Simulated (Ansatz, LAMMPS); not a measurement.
# Structural relaxation of amorphous 75HfO2-25SiO2 (mol %) (84 atoms)

Aim: bring amorphous 75HfO2-25SiO2 (mol %) (84 atoms) to a nearby minimum of the energy and see what moves.

Calculated with Ansatz 0.2.0; Kohn-Sham DFT, PBE, PAW (set soft_2), plane waves.

## (1) The system as given

The cell holds 84 atoms: 21 Hf, 7 Si and 56 O. Its edges and angles: a = 10.570 Å, b = 10.570 Å, c = 10.570 Å, α = 90.0°, β = 90.0°, γ = 90.0°. 84 atoms (21 Zr, 7 Si, 56 O) placed at random at 4.23 g/cm³, melted at 5000 K for 10 ps at fixed volume with the Morse and Coulomb pair potential with partial charges (Pedone, Malavasi, Menziani, Cormack and Segre, J. Phys. Chem. B 110, 11780 (2006)). Quenched from 5000 K to 300 K at 50 K/ps and fixed volume, held 5 ps, then minimised at fixed cell. Then Zr was replaced by Hf (the potential has no terms for the new elements, so the cell is a start for a DFT relaxation).

Limits known from the start: The quench rate of 50 K/ps far exceeds what a furnace or splat quench reaches, so expect more defects and frozen-in strain than in a real sample. The starting topology of bonds comes from the classical model. Only the Γ point is sampled in the main run, in a cell whose shortest periodic width is 11 Å. The levels lack spin–orbit coupling, which is large for the heavy elements here.

## (2) The classical run that made the cell

A classical potential supplies the starting structure, since it reaches far longer times than DFT.

This step: classical MD, Morse and Coulomb pair potential with partial charges (Pedone, Malavasi, Menziani, Cormack and Segre, J. Phys. Chem. B 110, 11780 (2006)) (LAMMPS 22 Jul 2025 - Update 4).

File in.lmp:

```
# melt-quench of Zr21Si7O56
units metal
atom_style charge
boundary p p p
region box block 0 10.5701 0 10.5701 0 10.5701
create_box 3 box
mass 1 91.2240   # Zr
mass 2 28.0850   # Si
mass 3 15.9990   # O
create_atoms 1 random 21 39639 NULL overlap 1.5 maxtry 2000
create_atoms 2 random 7 39646 NULL overlap 1.5 maxtry 2000
create_atoms 3 random 56 39653 NULL overlap 1.5 maxtry 2000
pair_style hybrid/overlay pedone 5.5 coul/long 8.0
pair_coeff * * coul/long
pair_coeff 1 3 pedone 0.206237 2.479675 2.436997 1   # Zr-O
pair_coeff 2 3 pedone 0.340554 2.006700 2.100000 1   # Si-O
pair_coeff 3 3 pedone 0.042395 1.379316 3.618701 22   # O-O
set type 1 charge 2.4
set type 2 charge 2.4
set type 3 charge -1.2
kspace_style pppm 1.0e-4
neigh_modify delay 0 every 1 check yes
thermo_style custom step time temp pe press density
thermo_modify norm yes
timestep 0.002
thermo 100
min_style cg
minimize 1e-4 1e-4 200 2000
reset_timestep 0
velocity all create 5000 39640 mom yes dist gaussian
fix lim all nve/limit 0.05
fix lan all langevin 5000 5000 0.2 39641 zero yes
thermo 500
run 1000 post no
# [... 10 lines left out ...]
thermo 1250
fix md all nvt temp 300 300 0.2
run 2500 post no
unfix md
thermo 100
min_style cg
minimize 0 1e-3 2000 20000
write_dump all custom glass.dump id type xs ys zs modify sort id
```

Command:

```bash
> lmp -in in.lmp -log none -nocite
```

Output:

```text
LAMMPS (22 Jul 2025 - Update 4)
Created orthogonal box = (0 0 0) to (10.5701 10.5701 10.5701)
Created 21 atoms
Created 7 atoms
Created 56 atoms
PPPM initialization ...
  G vector (1/distance) = 0.38524287
  grid = 12 12 12
  estimated relative force accuracy = 5.7583775e-05
   Step          Time           Temp          PotEng         Press         Density
         0   0              0             -0.72188534     1307513.2      4.2298473
        77   0.154          0             -15.582061     -27159.321      4.2298473
Loop time of 0.0539181 s on 1 MPI rank(s) for 77 steps with 84 atoms
Minimization stats:
  Stopping criterion = energy tolerance
[... 36 lines left out ...]
     55000   110            309.47326     -15.780526     -68220.315      4.2298473
     55500   111            297.69519     -15.779777     -54008.483      4.2298473
Loop time of 0.951086 s on 1 MPI rank(s) for 2500 steps with 84 atoms
   Step          Time           Temp          PotEng         Press         Density
     55500   111            297.69519     -15.779777     -54008.483      4.2298473
     55514   111.028        297.69519     -15.821271     -59624.301      4.2298473
Loop time of 0.0302041 s on 1 MPI rank(s) for 14 steps with 84 atoms
Minimization stats:
  Stopping criterion = linesearch alpha is zero
  Energy initial, next-to-last, final =
      -15.779777047758  -15.8212711255216  -15.8212711255216
  Force two-norm initial, final = 12.142894 0.47812782
  Iterations, force evaluations = 14 61
```

Run time: 23 s. Hardware: 1 thread of Arm Neoverse V1, shared host; peak memory 0.072 GiB.

## (3) Single point at the start

A single point comes first, to see the forces before anything moves.

File input.yaml:

```yaml
crystal:
  lattice:
    - [10.5701, 0.0, 0.0]
    - [0.0, 10.5701, 0.0]
    - [0.0, 0.0, 10.5701]
  atoms:
    - { symbol: Hf, position: [0.4954, 0.2434, 0.51267] }
    - { symbol: Hf, position: [0.63331, 0.43974, 0.18342] }
    - { symbol: Hf, position: [0.17263, 0.56911, 0.8752] }
    - { symbol: Hf, position: [0.63397, 0.34843, 0.85032] }
    - { symbol: Hf, position: [0.34334, 0.99488, 0.25986] }
    - { symbol: Hf, position: [0.85026, 0.86164, 0.12133] }
    - { symbol: Hf, position: [0.76382, 0.32503, 0.49294] }
    - { symbol: Hf, position: [0.29547, 0.20107, 0.82016] }
    - { symbol: Hf, position: [0.08673, 0.87685, 0.43825] }
    - { symbol: Hf, position: [0.60627, 0.78853, 0.65733] }
    - { symbol: Hf, position: [0.98084, 0.13015, 0.30489] }
    - { symbol: Hf, position: [0.8578, 0.65651, 0.37731] }
    - { symbol: Hf, position: [0.96839, 0.42952, 0.16756] }
    - { symbol: Hf, position: [0.36369, 0.96246, 0.56982] }
    - { symbol: Hf, position: [0.14056, 0.75843, 0.10651] }
    - { symbol: Hf, position: [0.38081, 0.87754, 0.92086] }
    - { symbol: Hf, position: [0.0822, 0.90291, 0.81233] }
    - { symbol: Hf, position: [0.86234, 0.60354, 0.6943] }
    - { symbol: Hf, position: [0.6993, 0.96739, 0.38785] }
    - { symbol: Hf, position: [0.63532, 0.08456, 0.08842] }
    - { symbol: Hf, position: [0.93724, 0.30397, 0.81423] }
    - { symbol: Si, position: [0.22809, 0.27257, 0.12609] }
    - { symbol: Si, position: [0.64994, 0.66149, 0.944] }
    - { symbol: Si, position: [0.78729, 0.03082, 0.82916] }
    - { symbol: Si, position: [0.07317, 0.28139, 0.57431] }
    - { symbol: Si, position: [0.12232, 0.55387, 0.44785] }
    - { symbol: Si, position: [0.36786, 0.54641, 0.59183] }
    - { symbol: Si, position: [0.33727, 0.54625, 0.16382] }
    - { symbol: O, position: [0.60766, 0.35924, 0.36726] }
    - { symbol: O, position: [0.47937, 0.5502, 0.20169] }
    - { symbol: O, position: [0.91669, 0.33698, 0.00494] }
    - { symbol: O, position: [0.91116, 0.97712, 0.42522] }
    - { symbol: O, position: [0.91812, 0.27579, 0.61332] }
    - { symbol: O, position: [0.28316, 0.40143, 0.18558] }
    - { symbol: O, position: [0.10188, 0.4211, 0.52629] }
    - { symbol: O, position: [0.16094, 0.92457, 0.62104] }
    - { symbol: O, position: [0.29324, 0.55101, 0.72537] }
    - { symbol: O, position: [0.76381, 0.98253, 0.9781] }
    - { symbol: O, position: [0.83267, 0.50908, 0.51492] }
    - { symbol: O, position: [0.30286, 0.87671, 0.1066] }
    - { symbol: O, position: [0.03246, 0.68864, 0.48237] }
    - { symbol: O, position: [0.99088, 0.77684, 0.24507] }
    - { symbol: O, position: [0.62649, 0.32035, 0.64154] }
    - { symbol: O, position: [0.80862, 0.04364, 0.21106] }
    - { symbol: O, position: [0.31009, 0.56451, 0.01459] }
    - { symbol: O, position: [0.28441, 0.8783, 0.41091] }
    - { symbol: O, position: [0.9801, 0.74392, 0.76137] }
    - { symbol: O, position: [0.01387, 0.87806, 0.01168] }
    - { symbol: O, position: [0.05964, 0.57729, 0.04775] }
    - { symbol: O, position: [0.87276, 0.29247, 0.32614] }
    - { symbol: O, position: [0.12311, 0.99629, 0.27691] }
    - { symbol: O, position: [0.55236, 0.999, 0.2426] }
    - { symbol: O, position: [0.259, 0.59451, 0.48886] }
    - { symbol: O, position: [0.39185, 0.13729, 0.6589] }
    - { symbol: O, position: [0.55302, 0.90839, 0.50948] }
    - { symbol: O, position: [0.49211, 0.63371, 0.59973] }
    - { symbol: O, position: [0.02427, 0.48559, 0.77998] }
    - { symbol: O, position: [0.08648, 0.18193, 0.46599] }
    - { symbol: O, position: [0.31547, 0.15806, 0.15688] }
    - { symbol: O, position: [0.76055, 0.7191, 0.0269] }
    - { symbol: O, position: [0.38828, 0.1051, 0.42079] }
    - { symbol: O, position: [0.49778, 0.02936, 0.96491] }
    - { symbol: O, position: [0.20386, 0.28502, 0.97526] }
    - { symbol: O, position: [0.52704, 0.74769, 0.95037] }
    - { symbol: O, position: [0.69552, 0.67236, 0.79318] }
    - { symbol: O, position: [0.63273, 0.51082, 0.98233] }
    - { symbol: O, position: [0.42969, 0.86366, 0.72754] }
    - { symbol: O, position: [0.75312, 0.80399, 0.29046] }
    - { symbol: O, position: [0.03906, 0.52322, 0.32397] }
    - { symbol: O, position: [0.12793, 0.2491, 0.71639] }
    - { symbol: O, position: [0.08493, 0.26206, 0.19106] }
    - { symbol: O, position: [0.80266, 0.52656, 0.23112] }
    - { symbol: O, position: [0.24679, 0.64848, 0.22561] }
    - { symbol: O, position: [0.77246, 0.73725, 0.55104] }
    - { symbol: O, position: [0.6757, 0.14502, 0.46808] }
    - { symbol: O, position: [0.756, 0.18536, 0.84184] }
    - { symbol: O, position: [0.44918, 0.30733, 0.86287] }
    - { symbol: O, position: [0.63766, 0.27537, 0.07993] }
    - { symbol: O, position: [0.79317, 0.43928, 0.78429] }
    - { symbol: O, position: [0.20579, 0.76549, 0.90124] }
    - { symbol: O, position: [0.39048, 0.40218, 0.55006] }
    - { symbol: O, position: [0.70906, 0.94475, 0.73819] }
    - { symbol: O, position: [0.9381, 0.03896, 0.80255] }
    - { symbol: O, position: [0.24, 0.01632, 0.86147] }
kpoints:
  mp_grid: { grid: [1, 1, 1] }
hamiltonian:
  xc: pbe
scf:
  occupations: { method: fermi_dirac, width: 0.025 }
output:
  forces: true
```

Command:

```bash
> ansatz run input.yaml --threads 4 --pin off --max-ram 8192MiB --backend cpu --events-out ev --progress --plain --runs-dir out
```

Output:

```text
Engine: ansatz 0.2.0, aarch64-unknown-linux-gnu
Pseudopotentials: kind: paw
Pseudopotential: Hf, paw, valence charge 26, recommended cutoff 420 eV (normal), Hf.paw.azcp
Pseudopotential: Si, paw, valence charge 4, recommended cutoff 420 eV (normal), Si.paw.azcp
Pseudopotential: O, paw, valence charge 6, recommended cutoff 420 eV (normal), O.paw.azcp
Functional definition: PBE
  parameter kappa = 0.804
  parameter beta = 0.066725
  exchange = pbe_x(kappa = kappa, mu = beta*pi^2/3)
  correlation = pbe_c(beta = beta)
Crystal: 84 atoms, lattice volume = 1180.966 Å³
Basis set: ecut = 420 eV, 22983 PW (Γ), exchange–correlation on 144×144×144 points (8 copies of the dense FFT grid, shifted against one another)
Bands: 539, of which v1, the nominal top of the filled ones, is band 455 counted from 1 (454 counted from 0)
Symmetry: 1 space group operations
Space group: P1 (ITA 1), of the structure as read, at distance tolerance 1.1e-4 Å
k-points: 1
Non-local potential: Hf, projectors of the file, l = 0: 3, l = 1: 2, l = 2: 2, l = 3: 3
Non-local potential: Si, projectors of the file, l = 0: 2, l = 1: 2, l = 2: 2
Non-local potential: O, projectors of the file, l = 0: 2, l = 1: 2, l = 2: 1
PAW form: soft (Blöchl's): semilocal exchange-correlation on the pseudo side does not see the compensation charge
PAW one-centre angular grid: Hf, 590 points (default); XC on 64 Gauss nodes
PAW one-centre angular grid: Si, 110 points (default); XC on 64 Gauss nodes
PAW one-centre angular grid: O, 110 points (default); XC on 64 Gauss nodes
Initial density: superposition of atomic densities (neutral atoms: chi_scale 0, normalization atom), corrected by the library's trained network
Initial wavefunctions: pseudopotential atomic-orbital guess
Functional: x = pbe(κ = 0.804, μ = 0.219515), c = pbe(β = 0.066725)
SCF iter   1: F=—  HF=-366496.610646 eV  |F-HF|=—  |Δ(HF+E_count)|=         —  Δρ=3.76e-3  dr2=1.53e-1  ethr=1.77e-3  ⟨swp⟩=6.0  Hψ=1930  notcnv=0  defer=52
preconditioner: auto → Resta (q_TF=auto, 2.612 Å⁻¹)  ε∞=4.6  [insulator: Δε(μ)=3.347 eV  Ē_g=16.782 eV  σ=0.025 eV  W_gap=1.00  n_scr=364 (ndim 8)  ℏωp=31.8 eV  f_vac=0.167  D(μ)=0.00/eV (n_scr^D=0)  ε∞_Penn≈4.6]
SCF iter   2: F=—  HF=-366496.606517 eV  |F-HF|=—  |Δ(HF+E_count)|=   4.13e-3  Δρ=1.87e-3  dr2=3.12e-2  ethr=1.68e-5  ⟨swp⟩=2.0  Hψ=940  notcnv=0  defer=80
SCF iter   3: F=—  HF=-366496.609011 eV  |F-HF|=—  |Δ(HF+E_count)|=   2.49e-3  Δρ=8.32e-4  dr2=9.75e-3  ethr=3.43e-6  ⟨swp⟩=2.0  Hψ=778  notcnv=0  defer=68
automatic band count: iteration 3 solves 527 bands in place of 539: the levels show a gap, and the empty bands left out lie too high to hold charge; the band table lists the bands solved (type scf.n_extra_bands for more)
SCF iter   4: F=—  HF=-366496.610318 eV  |F-HF|=—  |Δ(HF+E_count)|=   1.31e-3  Δρ=2.38e-4  dr2=9.39e-4  ethr=1.07e-6  ⟨swp⟩=2.0  Hψ=906  notcnv=0  defer=68
SCF iter   5: F=—  HF=-366496.610453 eV  |F-HF|=—  |Δ(HF+E_count)|=   1.36e-4  Δρ=1.47e-4  dr2=2.92e-4  ethr=1.03e-7  ⟨swp⟩=2.0  Hψ=913  notcnv=0  defer=68
SCF iter   6: F=—  HF=-366496.610478 eV  |F-HF|=—  |Δ(HF+E_count)|=   2.49e-5  Δρ=4.68e-5  dr2=3.66e-5  ethr=3.20e-8  ⟨swp⟩=2.0  Hψ=909  notcnv=0  defer=68
SCF iter   7: F=—  HF=-366496.612699 eV  |F-HF|=—  |Δ(HF+E_count)|=   2.22e-3  Δρ=3.04e-5  dr2=1.23e-5  ethr=4.03e-9  ⟨swp⟩=2.0  Hψ=978  notcnv=0  defer=68
SCF iter   8: F=—  HF=-366496.612704 eV  |F-HF|=—  |Δ(HF+E_count)|=   4.79e-6  Δρ=1.58e-5  dr2=3.25e-6  ethr=1.35e-9  ⟨swp⟩=2.0  Hψ=906  notcnv=0  defer=68
SCF iter   9: F=—  HF=-366496.612705 eV  |F-HF|=—  |Δ(HF+E_count)|=   1.02e-6  Δρ=5.44e-6  dr2=4.31e-7  ethr=3.57e-10  ⟨swp⟩=2.0  Hψ=788  notcnv=0  defer=68
SCF iter  10: F=—  HF=-366496.612705 eV  |F-HF|=—  |Δ(HF+E_count)|=   2.45e-7  Δρ=3.06e-6  dr2=1.23e-7  ethr=1.10e-11  ⟨swp⟩=4.0  Hψ=1810  notcnv=0
SCF iter  11: F=-366496.612705 eV  HF=-366496.612705 eV  |F-HF|=1.51e-9  |Δ(HF+E_count)|=   6.87e-8  Δρ=1.70e-6  dr2=3.75e-8  ethr=1.10e-11  ⟨swp⟩=4.0  Hψ=1679  notcnv=0
SCF 1 converged in 11 iterations: F = -366496.612705 eV  dr2 = 3.75e-8
  greatest PAW one-centre occupation: 0.999 electrons in one spin orbital (limit 2), on the Hf atom at site 9 (counted from 0), in its partial waves of l = 0
SCF converged after 11 iterations
Free energy (F): -366496.612705 eV
Harris-Foulkes:  -366496.612705 eV  (|F-HF|=1.51e-9)
Internal energy: -366496.612705 eV  (E = F + TS)
E sigma→0 (E₀):  -366496.612705 eV
Fermi energy:    10.531600 eV
--- Per-component energies (eV) ---
  E_band       = -4528.603195
  E_kinetic    = 18886.481711
  E_local      = -178033.764948  (includes V_loc(G=0)·N_el)
  E_nonlocal   = -23257.779999
  E_hartree    = 80541.867747
  E_xc         = -10787.327559
  E_vxc        = -11146.562332  (∫ρ·V_xc dr)
  E_paw        = -157900.910321  (= ΣΔE_a)
  E_vpaw       = 27939.156591  (= ΣTr[D̂ρ^β])
  E_aug_tail   = 0.139070  (compensation charges beyond the density's cutoff)
  E_ewald      = -95945.318404
  E_smearing   = -0.000000  (= −TS)
  E_closure    = 0.000000  (closes the sum)
  Σ components = -366496.612705   (vs F -366496.612705, Δ=0.00e0)
--- Forces (eV/Å), atoms counted from 1 ---
  atom   1  Hf    -1.27985776     1.35555324     0.37715757
  atom   2  Hf    -0.92043719    -0.20320473     1.05588219
  atom   3  Hf     1.36805706     0.22599439    -0.13596465
  atom   4  Hf    -1.06426657    -1.15665126    -0.17687041
  atom   5  Hf    -0.69552277     1.27560137    -0.35906198
  atom   6  Hf     0.21235324    -0.96501863    -0.93105609
  atom   7  Hf     0.71810964     0.24057216    -0.61384377
  atom   8  Hf     0.41305654     0.24619353     0.44736118
  atom   9  Hf    -0.00304985     1.18643049     0.07497168
  atom  10  Hf    -0.37072725    -0.14398962    -0.17642167
  atom  11  Hf     0.26869035     0.26084868     1.21975411
  atom  12  Hf     0.05672766     0.24780215     0.16634425
  atom  13  Hf     0.28227140    -0.22472060    -1.29886180
  atom  14  Hf    -0.26501945     0.45797069     0.45070158
[...]
atom  83  O      1.43549346    -0.05738657    -0.01633457
  atom  84  O      0.40007113     0.26601087    -0.09855787
  max |Σ_I F_I| component: 9.47e-5 eV/Å
```

Wall time 25 s (4 threads of Arm Neoverse V1, shared host); peak memory 1.8 GiB; 94 s of CPU time.

Read from the output:

| Quantity | Value |
| --- | --- |
| free energy | -366496.6127 eV |
| free energy per atom | -4363.0549 eV/atom |
| SCF cycles | 11 |
| r.m.s. force component | 0.7754 eV/Å |
| longest force | 3.73 eV/Å |
| Fermi energy | 10.53 eV |

The r.m.s. force component of 0.78 eV/Å sets the starting point.

Neighbours are counted within 2.82 Å (O-Hf), 2.12 Å (O-Si).

Length of the force by element and coordination:

```csv
element,coordination,atoms,mean length of the force (eV/Å),spread,least,most
Hf,all,21,1.26,0.502,0.304,2.25
Hf,5,4,1.25,0.344,0.657,1.52
Hf,6,15,1.28,0.478,0.435,2.25
Hf,7,2,1.13,0.822,0.304,1.95
O,all,56,1.01,0.840,0.0843,3.73
O,2,19,1.84,0.885,0.269,3.73
O,3,34,0.605,0.372,0.0843,1.46
O,4,3,0.379,0.0736,0.290,0.470
Si,all,7,1.26,0.829,0.358,2.99
```

(Part 1 of 4 ends here.)

[Long decimals in the printed logs are rounded to 6 places.]

[Logs are printed without paths, hosts, clocks, repeated set-up lines and the standing remarks that a program may print on its own settings, such as how far it seeks lower states.]

[Hosts, paths, dates, database ids (printed as entryN), source tags and the programs' standing remarks are cut or masked in the printed files.]

[A walk said to have stopped at its limit may instead have ended on an SCF cycle that didn't converge.]
